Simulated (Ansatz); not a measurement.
# Phonons of YIn (Pm-3m) against volume

Does YIn (Pm-3m) expand much on heating, by its phonons?

Program: Ansatz 0.2.0. Level of theory: DFT PBEsol, scalar-relativistic, plane waves, PAW; PAW set soft_1. Results are calculated unless marked as measured.

### 1. Set-up

Symmetry: Pm-3m, No. 221, cubic system. The conventional cell has a = 3.706 Å, b = 3.706 Å, c = 3.706 Å, α = 90.00°, β = 90.00°, γ = 90.00°. Y has 8 In at 3.21 Å nearest. Nearest to In lie 8 Y at 3.21 Å. Farther neighbours are not listed.

Structure file:

```cif
data_structure
_symmetry_space_group_name_H-M 'P 1'
_symmetry_Int_Tables_number 1
_cell_length_a 3.7056
_cell_length_b 3.7056
_cell_length_c 3.7056
_cell_angle_alpha 90.000
_cell_angle_beta 90.000
_cell_angle_gamma 90.000
_cell_volume 50.88
loop_
_atom_site_label
_atom_site_type_symbol
_atom_site_fract_x
_atom_site_fract_y
_atom_site_fract_z
_atom_site_occupancy
Y1 Y 0.50000 0.50000 0.50000 1
In2 In 0.00000 0.00000 0.00000 1
```

### 2. The dispersion

The cell comes from relaxations at this level that are not shown. Stability and thermal properties need the whole zone. Linear response on a 4×4×4 q mesh gives force constants as far as a supercell of that size would.

File input.yaml:

```yaml
crystal:
  lattice:
    - [3.705579302, 0.0, 0.0]
    - [0.0, 3.705579302, 0.0]
    - [0.0, 0.0, 3.705579302]
  atoms:
    - { symbol: "Y", position: [0.5, 0.5, 0.5] }
    - { symbol: In, position: [0.0, 0.0, 0.0] }
kpoints:
  mp_grid: { grid: [12, 12, 12] }
hamiltonian:
  xc: pbesol
  pseudopotentials: { kind: paw, azcp: { folder: soft_1 }, xc_functional: pbe }
scf:
  occupations: { method: methfessel_paxton, width: 0.2 }
output:
  eigenvalues: true
phonons:
  method: dfpt
  qmesh: [4, 4, 4]
  temperatures: { t_max: 1000, t_step: 50 }
  qpath:
    path:
      - [[0.0, 0.0, 0.0], [0.0, 0.5, 0.0], [0.5, 0.5, 0.0], [0.0, 0.0, 0.0], [0.5, 0.5, 0.5], [0.0, 0.5, 0.0]]
      - [[0.5, 0.5, 0.5], [0.5, 0.5, 0.0]]
    npoints: 10
```

Launch:

```console
ansatz run input.yaml --threads 4 --pin off --max-ram 10240MiB --backend cpu --events-out ev --progress --plain --runs-dir out
```

Numbers of over 12 decimals in the logs are rounded to 6 here.

The log of the run:

```text
Engine: ansatz 0.2.0, aarch64-unknown-linux-gnu
Pseudopotentials: kind: paw
Pseudopotential: Y, paw, valence charge 11, recommended cutoff 420 eV (normal), soft_1/Y.paw.azcp
Pseudopotential: In, paw, valence charge 13, recommended cutoff 420 eV (normal), soft_1/In.paw.azcp
Functional definition: PBEsol
  exchange = pbesol_x
  correlation = pbesol_c
Crystal: 2 atoms, lattice volume = 50.882 Å³
Basis set: ecut = 420 eV, 1021 PW (Γ), exchange–correlation on 50×50×50 points (8 copies of the dense FFT grid, shifted against one another)
Bands: 16, of which v1, the nominal top of the filled ones, is band 12 counted from 1 (11 counted from 0)
Symmetry: 48 space group operations
k-points: 84 of 1728
Non-local potential: Y, projectors of the file, l = 0: 3, l = 1: 2, l = 2: 2, l = 3: 1
Non-local potential: In, projectors of the file, l = 0: 2, l = 1: 2, l = 2: 2, l = 3: 1
PAW form: soft (Blöchl's): semilocal exchange-correlation on the pseudo side does not see the compensation charge
PAW frozen core: Y, regenerated for the run's functional, and the local potential with it (the file was generated under x = pbe(κ = 0.804, μ = 0.219515), c = pbe(β = 0.066725))
PAW frozen core: In, regenerated for the run's functional, and the local potential with it (the file was generated under x = pbe(κ = 0.804, μ = 0.219515), c = pbe(β = 0.066725))
PAW one-centre angular grid: Y, 590 points (default); XC on 64 Gauss nodes
PAW one-centre angular grid: In, 590 points (default); XC on 64 Gauss nodes
Initial density: superposition of atomic densities (chi_scale 0.1, normalization cell, long waves kept (reshape's long-wave potential 0.00 eV rms))
Initial wavefunctions: pseudopotential atomic-orbital guess
Functional: x = pbesol(κ = 0.804, μ = 0.123457), c = pbesol(β = 0.046)
SCF iter   1: F=—  HF=-9322.118912 eV  |F-HF|=—  |Δ(HF+E_count)|=         —  Δρ=3.59e-2  dr2=1.15e0  ethr=3.10e-3  ⟨swp⟩=5.1  Hψ=6336  notcnv=0
preconditioner: auto → Kerker (q_TF=auto, 2.407 Å⁻¹)  [metal: Δε(μ)=0.036 eV  Ē_g=14.741 eV  σ=0.200 eV  W_gap=0.15  n_scr=18 (ndim 8)  ℏωp=24.4 eV  f_vac=0.000  D(μ)=0.87/eV (n_scr^D=6)]
SCF iter   2: F=—  HF=-9321.751747 eV  |F-HF|=—  |Δ(HF+E_count)|=   3.67e-1  S|Δr|=    0.00e0  Δρ=1.71e-2  dr2=2.48e-1  ethr=3.10e-3  ⟨swp⟩=2.0  Hψ=2978  notcnv=0
SCF iter   3: F=—  HF=-9321.686743 eV  |F-HF|=—  |Δ(HF+E_count)|=   6.50e-2  S|Δr|=    0.00e0  Δρ=5.99e-3  dr2=2.14e-2  ethr=1.03e-3  ⟨swp⟩=2.3  Hψ=2222  notcnv=0
SCF iter   4: F=—  HF=-9321.680342 eV  |F-HF|=—  |Δ(HF+E_count)|=   6.40e-3  S|Δr|=    0.00e0  Δρ=9.52e-4  dr2=5.10e-4  ethr=8.93e-5  ⟨swp⟩=2.5  Hψ=1974  notcnv=0
SCF iter   5: F=—  HF=-9321.680273 eV  |F-HF|=—  |Δ(HF+E_count)|=   6.86e-5  S|Δr|=    0.00e0  Δρ=1.62e-4  dr2=1.48e-5  ethr=2.13e-6  ⟨swp⟩=2.4  Hψ=1950  notcnv=0
SCF iter   6: F=—  HF=-9321.680276 eV  |F-HF|=—  |Δ(HF+E_count)|=   2.70e-6  S|Δr|=    0.00e0  Δρ=2.27e-5  dr2=1.82e-7  ethr=6.16e-8  ⟨swp⟩=2.0  Hψ=1588  notcnv=0
SCF iter   7: F=—  HF=-9321.680276 eV  |F-HF|=—  |Δ(HF+E_count)|=   1.99e-7  S|Δr|=    0.00e0  Δρ=4.40e-6  dr2=7.34e-9  ethr=7.60e-10  ⟨swp⟩=2.4  Hψ=2305  notcnv=0
SCF iter   8: F=—  HF=-9321.680276 eV  |F-HF|=—  |Δ(HF+E_count)|=  6.77e-10  S|Δr|=    0.00e0  Δρ=6.90e-7  dr2=1.31e-10  ethr=3.06e-11  ⟨swp⟩=2.0  Hψ=1563  notcnv=0
SCF iter   9: F=-9321.680276 eV  HF=-9321.680276 eV  |F-HF|=0.00e0  |Δ(HF+E_count)|=  9.82e-11  S|Δr|=    0.00e0  Δρ=1.18e-7  dr2=4.28e-12  ethr=1.00e-12  ⟨swp⟩=5.9  Hψ=5837  notcnv=0
SCF 1 converged in 9 iterations: F = -9321.680276 eV  dr2 = 4.28e-12
  greatest PAW one-centre occupation: 0.992 electrons in one spin orbital (limit 2), on the Y atom at site 0 (counted from 0), in its partial waves of l = 0
Initial density: read from a saved state, or passed on in memory by an earlier SCF of this step, an earlier step, the calling program or the single point that the run made first
iter 1 solved again at ethr=1.07e-7 eV; its pass at ethr=3.10e-3 eV (dr2=2.57e-5 eV) is discarded
SCF iter   1: F=—  HF=-9321.680275 eV  |F-HF|=—  |Δ(HF+E_count)|=         —  Δρ=4.52e-7  dr2=5.23e-11  ethr=1.07e-7  ⟨swp⟩=3.1  Hψ=10271  notcnv=0
eigensolver tolerance schedule: the retry pair's looser diagonalisation over-reported the residual by 490896.28 of it (diagonalisation noise at an unbounded share of the residual, at the tolerance the schedule requests for it); recorded, not acted on — ethr = c·dr2/N_el stays at c = 1.0e-1
preconditioner: auto → Kerker (q_TF=auto, 2.407 Å⁻¹)  [metal: Δε(μ)=0.078 eV  Ē_g=15.732 eV  σ=0.200 eV  W_gap=0.32  n_scr=18 (ndim 8)  ℏωp=24.4 eV  f_vac=0.000  D(μ)=1.00/eV (n_scr^D=6)]
SCF iter   2: F=—  HF=-9321.680276 eV  |F-HF|=—  |Δ(HF+E_count)|=   1.15e-6  S|Δr|=    0.00e0  Δρ=2.90e-7  dr2=2.83e-11  ethr=1.00e-12  ⟨swp⟩=3.5  Hψ=3519  notcnv=0
SCF iter   3: F=-9321.680276 eV  HF=-9321.680276 eV  |F-HF|=1.27e-11  |Δ(HF+E_count)|=  9.09e-12  S|Δr|=    0.00e0  Δρ=1.75e-7  dr2=9.91e-12  ethr=1.00e-12  ⟨swp⟩=2.4  Hψ=3798  notcnv=0
SCF 2 converged in 3 iterations: F = -9321.680276 eV  dr2 = 9.91e-12
phonons: the bands overlap, so this run is a metal and interpolates without the dipole-dipole term. If the crystal is really an insulator or semiconductor, its LO-TO splitting is missing
NSCF: frozen V_eff on 84 k-points
NSCF: frozen V_eff on 196 k-points
DFPT response loops at q = (0, 0, 0) (fractional): preconditioner auto → Kerker (q_TF=auto, 2.407 Å⁻¹) (partly filled bands, converged f_vac=0.000); β = 1.00, the filter's whole step (`scf.mixing.beta` (0.50) is not read by the response loops under this deck's `scf.mixing.preconditioner`; to damp them name `kerker` or `kerker_dos`, under which they read `scf.mixing.beta`, and type it under 1.00, their step now; both keys bind the ground state too); Broyden in place of MSR1
NSCF: frozen V_eff on 1176 k-points
DFPT response loops at q = (0, 0, 0.25) (fractional): mixed as the last ones told, above
NSCF: frozen V_eff on 686 k-points
DFPT response loops at q = (0, 0, -0.5) (fractional): mixed as the last ones told, above
NSCF: frozen V_eff on 2016 k-points
DFPT response loops at q = (0, 0.25, 0.25) (fractional): mixed as the last ones told, above
NSCF: frozen V_eff on 1176 k-points
DFPT response loops at q = (0, 0.25, -0.5) (fractional): mixed as the last ones told, above
NSCF: frozen V_eff on 686 k-points
DFPT response loops at q = (0, -0.5, -0.5) (fractional): mixed as the last ones told, above
NSCF: frozen V_eff on 1872 k-points
DFPT response loops at q = (0.25, 0.25, 0.25) (fractional): mixed as the last ones told, above
NSCF: frozen V_eff on 2016 k-points
DFPT response loops at q = (0.25, 0.25, -0.5) (fractional): mixed as the last ones told, above
NSCF: frozen V_eff on 1176 k-points
DFPT response loops at q = (0.25, -0.5, -0.5) (fractional): mixed as the last ones told, above
NSCF: frozen V_eff on 392 k-points
DFPT response loops at q = (-0.5, -0.5, -0.5) (fractional): mixed as the last ones told, above
SCF converged after 9 iterations
Stability not checked: this state was not tested for a lower state beside it, because cold or Methfessel-Paxton smearing, or corrected tetrahedra, fill the levels in a way that the test cannot read (fill_not_monotonic; see scf.lower_state_search)
Free energy (F): -9321.680276 eV
Harris-Foulkes:  -9321.680276 eV  (|F-HF|=0.00e0)
Internal energy: -9321.680983 eV  (E = F + TS)
E sigma→0 (E₀):  -9321.680453 eV
Entropy (-TS):   0.000707 eV (0.353 meV/atom)
Fermi energy:    11.732468 eV
--- Per-component energies (eV) ---
  E_band       = -102.030351
  E_kinetic    = 536.837719
  E_local      = -1515.159769  (includes V_loc(G=0)·N_el)
  E_nonlocal   = 355.403501
  E_hartree    = 566.352423
  E_xc         = -320.832029
  E_vxc        = -296.991637  (∫ρ·V_xc dr)
  E_paw        = -6900.334903  (= ΣΔE_a)
  E_vpaw       = -314.825197  (= ΣTr[D̂ρ^β])
  E_aug_tail   = 0.000164  (compensation charges beyond the density's cutoff)
  E_ewald      = -2044.332764
  E_core_change = 0.384677  (= ΣΔE_core)
  E_smearing   = 0.000707  (= −TS)
  E_closure    = -0.000000  (closes the sum)
  Σ components = -9321.680276   (vs F -9321.680276, Δ=0.00e0)
--- Band table (eV; the first three rows and the last of 84) ---
  k-point 0: bands = [... 8 lower, -2.5695, 3.5027, 11.3631, 11.3631, 14.8203, 14.8203, 14.8203, 15.3490]
  k-point 1: bands = [... 8 lower, -2.5689, 3.5962, 11.2711, 11.3886, 14.2903, 14.2903, 14.5495, 15.3516]
  k-point 2: bands = [... 8 lower, -2.5672, 3.8715, 10.8564, 11.4608, 13.6489, 13.6489, 14.2761, 15.3585]
  k-point 83: bands = [... 8 lower, -2.4339, 9.1096, 9.1096, 9.1096, 9.2467, 15.6550, 15.6550, 15.6550]
--- Phonons (Γ-DFPT): 2 representative perturbations + reference (Σ response iterations 6) ---
  ASR residual: 6.592e-5 → 0.000e0 eV/Å²; symmetrization residual: 3.620e-5 eV/Å²
  ASR residual per site (eV/Å²): 5.36e-5 6.59e-5
  Γ frequencies (cm⁻¹): 0.00 0.00 0.00 132.90 132.90 132.90
--- Phonons (arbitrary-q DFPT): 10 irreducible q on the 4×4×4 mesh ---
  q = [0.0000, 0.0000, 0.0000] (star 1, of the zone-centre solve; hermiticity 2.22e-5, symmetrization 4.19e-12): -0.00 -0.00 0.00 132.90 132.90 132.90
  q = [0.0000, 0.0000, 0.2500] (star 6, 4 solved perturbations in 1848 linear systems a pass and spin channel, the states on 588 of 1728 k-point pairs; hermiticity 4.96e-6, symmetrization 5.17e-13): 58.74 58.74 70.62 125.16 125.16 148.69
  q = [0.0000, 0.0000, -0.5000] (star 3, 4 solved perturbations in 1078 linear systems a pass and spin channel, the states on 343 of 1728 k-point pairs; hermiticity 1.48e-13, symmetrization 2.63e-12): 90.30 90.30 109.93 109.93 114.05 158.84
  q = [0.0000, 0.2500, 0.2500] (star 12, 4 solved perturbations in 3108 linear systems a pass and spin channel, the states on 1008 of 1728 k-point pairs; hermiticity 9.91e-6, symmetrization 2.44e-13): 25.43 73.01 102.78 116.12 133.59 163.20
  q = [0.0000, 0.2500, -0.5000] (star 12, 6 solved perturbations on 588 of 1728 k-point pairs; hermiticity 7.53e-6, symmetrization 3.58e-14): 63.95 69.79 92.39 98.67 162.91 174.73
  q = [0.0000, -0.5000, -0.5000] (star 3, 4 solved perturbations in 1078 linear systems a pass and spin channel, the states on 343 of 1728 k-point pairs; hermiticity 5.26e-6, symmetrization 4.19e-13): 30.08 30.08 92.62 96.39 187.68 187.68
  q = [0.2500, 0.2500, 0.2500] (star 8, 2 solved perturbations on 936 of 1728 k-point pairs; hermiticity 5.65e-6, symmetrization 8.46e-13): 61.86 61.86 84.39 149.23 152.47 152.47
  q = [0.2500, 0.2500, -0.5000] (star 12, 4 solved perturbations in 3108 linear systems a pass and spin channel, the states on 1008 of 1728 k-point pairs; hermiticity 6.38e-6, symmetrization 6.98e-13): 50.19 74.66 96.06 127.41 161.53 175.94
  q = [0.2500, -0.5000, -0.5000] (star 6, 4 solved perturbations in 1848 linear systems a pass and spin channel, the states on 588 of 1728 k-point pairs; hermiticity 6.70e-6, symmetrization 8.00e-13): 74.99 74.99 107.27 129.55 174.66 174.66
  q = [-0.5000, -0.5000, -0.5000] (star 1, 2 solved perturbations on 196 of 1728 k-point pairs; hermiticity 5.45e-13, symmetrization 7.71e-12): 124.27 124.27 124.27 147.41 147.41 147.41
  sum rule: each row above includes the acoustic sum rule's correction from the zone centre's row sums; it moved no ω² by more than (0.40 cm⁻¹)²
  mesh force constants: q→R imaginary residual 4.17e-18; ASR residual 6.592e-5 → 0.000e0 eV/Å²; symmetrization residual 4.441e-15 eV/Å²
  interpolated dispersion: 62 rows × 6 modes
  density of states and harmonic sums: on the 20×20×20 q-mesh, interpolated from the force constants of a 4×4×4 supercell (no non-analytic term)
  largest difference from the sums on the solved wave vectors: F 1.25e-2 eV, S 1.65e-5 and C_V 4.01e-6 eV/K
  zero-point energy: 0.040653 eV/cell   skipped modes (ω ≤ 0): 3   left out of the sums: 6.25e-5 of the cell's modes: C_V's classical limit lies that fraction below 3 k_B per atom; for a crystal, a wire or a layer, F and S can be off by more, and a phonons.interpolated_qmesh denser along its periods is the remedy for the sampling
```

Elapsed: 6.6 min, on 4 threads of Arm Neoverse V1, shared host; peak memory 2.1 GiB; 26 min of CPU time.

Reading the cycles: dr2 is the Hartree energy of the density residual (eV), the measure of convergence; HF is the Harris–Foulkes estimate of the energy, which meets the free energy F at convergence.

Numbers from this step:

```yaml
volume_per_atom: 25.44 Å³
gap_on_the_k_mesh: 0 eV
sum_rule_residual_before_enforcement: 6.59e-5 eV/Å²
lowest_frequency_on_the_path: 0 cm⁻¹
point_group: m-3m
highest_frequency_on_the_path_or_at_a_solved_wavevector: 187.7 cm⁻¹
mean_frequency: 109.3 cm⁻¹
debye_temperature_second_moment: 219 K
logarithmic_mean_frequency: 99 cm⁻¹
highest_optical_mode_at_the_zone_centre_no_lo_to_term: 132.9 cm⁻¹
lowest_optical_zone_centre_mode: 132.9 cm⁻¹
lowest_mode_on_the_q_mesh_acoustic_modes_at_gamma_apart: 25.43 cm⁻¹
zero_point_energy_per_atom: 20.33 meV
heat_capacity_at_300_k: 24.29 J/(mol atoms K)
vibrational_entropy_at_300_k: 43.85 J/(mol atoms K)
```

Frequencies (cm⁻¹) solved at each irreducible wavevector; negative means imaginary. Frequencies by wavevector, by row:

```tsv
q in reciprocal lattice units	star	mode 1	mode 2	mode 3	mode 4	mode 5	mode 6
0 0 0	1	0	0	0	132.9	132.9	132.9
0 0 0.25	6	58.7	58.7	70.6	125.2	125.2	148.7
0 0 -0.5	3	90.3	90.3	109.9	109.9	114	158.8
0 0.25 0.25	12	25.4	73	102.8	116.1	133.6	163.2
0 0.25 -0.5	12	64	69.8	92.4	98.7	162.9	174.7
0 -0.5 -0.5	3	30.1	30.1	92.6	96.4	187.7	187.7
0.25 0.25 0.25	8	61.9	61.9	84.4	149.2	152.5	152.5
0.25 0.25 -0.5	12	50.2	74.7	96.1	127.4	161.5	175.9
0.25 -0.5 -0.5	6	75	75	107.3	129.6	174.7	174.7
-0.5 -0.5 -0.5	1	124.3	124.3	124.3	147.4	147.4	147.4
```

Symmetry leaves 10 wavevectors to solve. The lowest mode among them, the acoustic zeros apart, lies at q = (0, 0.25, 0.25) and is real, 25.4 cm⁻¹.

### 3. Relaxing at another volume, volume ratio 0.97

The volume is scaled by 0.97 and held; symmetry leaves nothing to relax, so this is a single point. The modes can then be followed against volume.

input.yaml, the sections that differ from step 2:

```yaml
crystal:
  lattice:
    - [3.6681466488, 0.0, 0.0]
    - [0.0, 3.6681466488, 0.0]
    - [0.0, 0.0, 3.6681466488]
  atoms:
    - { symbol: "Y", position: [0.5, 0.5, 0.5] }
    - { symbol: In, position: [0.0, 0.0, 0.0] }
output:
  forces: true
  stress: true
  eigenvalues: true
# kpoints, hamiltonian, scf: as in step 2
# phonons: removed
```

The log of the run:

```text
[...]
Crystal: 2 atoms, lattice volume = 49.356 Å³
Basis set: ecut = 420 eV, 949 PW (Γ), exchange–correlation on 50×50×50 points (8 copies of the dense FFT grid, shifted against one another)
Bands: 16, of which v1, the nominal top of the filled ones, is band 12 counted from 1 (11 counted from 0)
Symmetry: 48 space group operations
[...]
k-points: 84 of 1728
[...]
--- Band table (eV; the first three rows and the last of 84) ---
  k-point 0: bands = [... 8 lower, -2.1706, 3.8010, 11.7644, 11.7644, 15.3508, 15.3508, 15.3508, 15.9001]
  k-point 1: bands = [... 8 lower, -2.1699, 3.8979, 11.6760, 11.7900, 14.8012, 14.8012, 15.0831, 15.9021]
  k-point 2: bands = [... 8 lower, -2.1680, 4.1830, 11.2705, 11.8622, 14.1348, 14.1348, 14.8059, 15.9077]
  k-point 83: bands = [... 8 lower, -2.0244, 9.4437, 9.4437, 9.4437, 9.7424, 16.2487, 16.2487, 16.2487]
[key lines of the parts left out:]
SCF converged after 7 iterations
Free energy (F): -9321.670719 eV
Fermi energy:    12.163342 eV
P = ⅓ Tr σ = 2.0607 GPa (20.607 kbar)
```

Run time: 1.3 s. Hardware: 4 threads; peak memory 0.37 GiB.

This step gave:

| Item | Value |
| --- | --- |
| pressure | 2.061 GPa |
| volume per atom | 24.68 Å³ |

The run ends at a pressure of 2.06 GPa.

### 4. Phonons at the other volume, volume ratio 0.97

The phonons are repeated at this volume on the same k and q meshes.

input.yaml: that of step 3 with these lines changed.

```diff
@@ -16,4 +16,11 @@
 output:
-  forces: true
-  stress: true
   eigenvalues: true
+phonons:
+  method: dfpt
+  qmesh: [4, 4, 4]
+  temperatures: { t_max: 1000, t_step: 50 }
+  qpath:
+    path:
+      - [[0.0, 0.0, 0.0], [0.0, 0.5, 0.0], [0.5, 0.5, 0.0], [0.0, 0.0, 0.0], [0.5, 0.5, 0.5], [0.0, 0.5, 0.0]]
+      - [[0.5, 0.5, 0.5], [0.5, 0.5, 0.0]]
+    npoints: 10
```

The log of the run:

```text
[...]
Crystal: 2 atoms, lattice volume = 49.356 Å³
Basis set: ecut = 420 eV, 949 PW (Γ), exchange–correlation on 50×50×50 points (8 copies of the dense FFT grid, shifted against one another)
Bands: 16, of which v1, the nominal top of the filled ones, is band 12 counted from 1 (11 counted from 0)
Symmetry: 48 space group operations
k-points: 84 of 1728
[...]
SCF iter   1: F=—  HF=-9322.131795 eV  |F-HF|=—  |Δ(HF+E_count)|=         —  Δρ=3.74e-2  dr2=1.20e0  ethr=3.10e-3  ⟨swp⟩=5.0  Hψ=6285  notcnv=0
[...]
SCF iter   9: F=-9321.670719 eV  HF=-9321.670719 eV  |F-HF|=1.82e-12  |Δ(HF+E_count)|=  9.09e-12  S|Δr|=    0.00e0  Δρ=1.41e-8  dr2=3.52e-14  ethr=1.00e-12  ⟨swp⟩=5.1  Hψ=5113  notcnv=0
the search or the solves at the SCF's close seem to have found levels that the self-consistency loop had missed (the run counts 1). By its estimate they hold under 1e-12 electrons; where the run keeps them, the occupations were computed again with them
SCF 1 converged in 9 iterations: F = -9321.670719 eV  dr2 = 3.52e-14
[...]
SCF iter   3: F=-9321.670719 eV  HF=-9321.670719 eV  |F-HF|=3.64e-12  |Δ(HF+E_count)|=  9.09e-12  S|Δr|=    0.00e0  Δρ=1.57e-7  dr2=6.13e-12  ethr=1.00e-12  ⟨swp⟩=2.2  Hψ=3738  notcnv=0
SCF 2 converged in 3 iterations: F = -9321.670719 eV  dr2 = 6.13e-12
[...]
NSCF: frozen V_eff on 84 k-points
[...]
SCF converged after 9 iterations
[...]
Free energy (F): -9321.670719 eV
[...]
Internal energy: -9321.671293 eV  (E = F + TS)
E sigma→0 (E₀):  -9321.670862 eV
Entropy (-TS):   0.000574 eV (0.287 meV/atom)
Fermi energy:    12.163342 eV
[...]
--- Band table (eV; the first three rows and the last of 84) ---
  k-point 0: bands = [... 8 lower, -2.1705, 3.8010, 11.7644, 11.7644, 15.3508, 15.3508, 15.3508, 15.9001]
  k-point 1: bands = [... 8 lower, -2.1698, 3.8979, 11.6760, 11.7900, 14.8012, 14.8012, 15.0831, 15.9021]
  k-point 2: bands = [... 8 lower, -2.1680, 4.1830, 11.2705, 11.8622, 14.1348, 14.1348, 14.8059, 15.9077]
  k-point 83: bands = [... 8 lower, -2.0244, 9.4437, 9.4437, 9.4437, 9.7424, 16.2487, 16.2487, 16.2487]
[...]
ASR residual: 2.874e-5 → 0.000e0 eV/Å²; symmetrization residual: 6.739e-6 eV/Å²
  ASR residual per site (eV/Å²): 2.87e-5 1.80e-5
  Γ frequencies (cm⁻¹): 0.00 0.00 0.00 140.69 140.69 140.69
--- Phonons (arbitrary-q DFPT): 10 irreducible q on the 4×4×4 mesh ---
[...]
interpolated dispersion: 62 rows × 6 modes
[...]
```

The job ended after 6.4 min (4 threads; peak memory 2.1 GiB; 25 min of CPU time).

Numbers from this step:

| Item | Value |
| --- | --- |
| sum-rule residual before enforcement | 2.87e-5 eV/Å² |
| highest frequency on the path or at a solved wavevector | 198.1 cm⁻¹ |
| mean frequency | 115.4 cm⁻¹ |
| Debye temperature (second moment) | 231 K |
| logarithmic mean frequency | 104.1 cm⁻¹ |
| highest optical mode at the zone centre (no LO-TO term) | 140.7 cm⁻¹ |
| lowest optical zone-centre mode | 140.7 cm⁻¹ |
| lowest mode on the q mesh (acoustic modes at Γ apart) | 24.98 cm⁻¹ |
| zero-point energy per atom | 21.46 meV |
| heat capacity at 300 K | 24.22 J/(mol atoms K) |
| vibrational entropy at 300 K | 42.63 J/(mol atoms K) |

Frequencies (cm⁻¹) solved at each irreducible wavevector; negative means imaginary. Frequencies by wavevector, by row:

```tsv
q in reciprocal lattice units	star	mode 1	mode 2	mode 3	mode 4	mode 5	mode 6
0 0 0	1	0	0	0	140.7	140.7	140.7
0 0 0.25	6	62	62	74.5	132.9	132.9	156.8
0 0 -0.5	3	95.7	95.7	117	117	119.5	166.9
0 0.25 0.25	12	25	77.7	108	123.6	141.7	172.2
0 0.25 -0.5	12	66.4	72.6	97.6	105.1	172.3	184.4
0 -0.5 -0.5	3	26.2	26.2	98.1	101.3	198.1	198.1
0.25 0.25 0.25	8	65.4	65.4	88	158.2	161.4	161.4
0.25 0.25 -0.5	12	51.9	78	102	136.7	170.9	185.7
0.25 -0.5 -0.5	6	78.2	78.2	112.8	137.6	185.1	185.1
-0.5 -0.5 -0.5	1	129.8	129.8	129.8	157.3	157.3	157.3
```

The highest optical mode at the zone centre (no LO-TO term) is 140.7 cm⁻¹, +7.8 cm⁻¹ against the base run.

[end of part 1 of 2]

[Logs are printed without paths, hosts, clocks, repeated set-up lines and the standing remarks that a program may print on its own settings, such as how far it seeks lower states.]

[Hosts, paths, dates, database ids (printed as entryN), source tags and the programs' standing remarks are cut or masked in the printed files.]
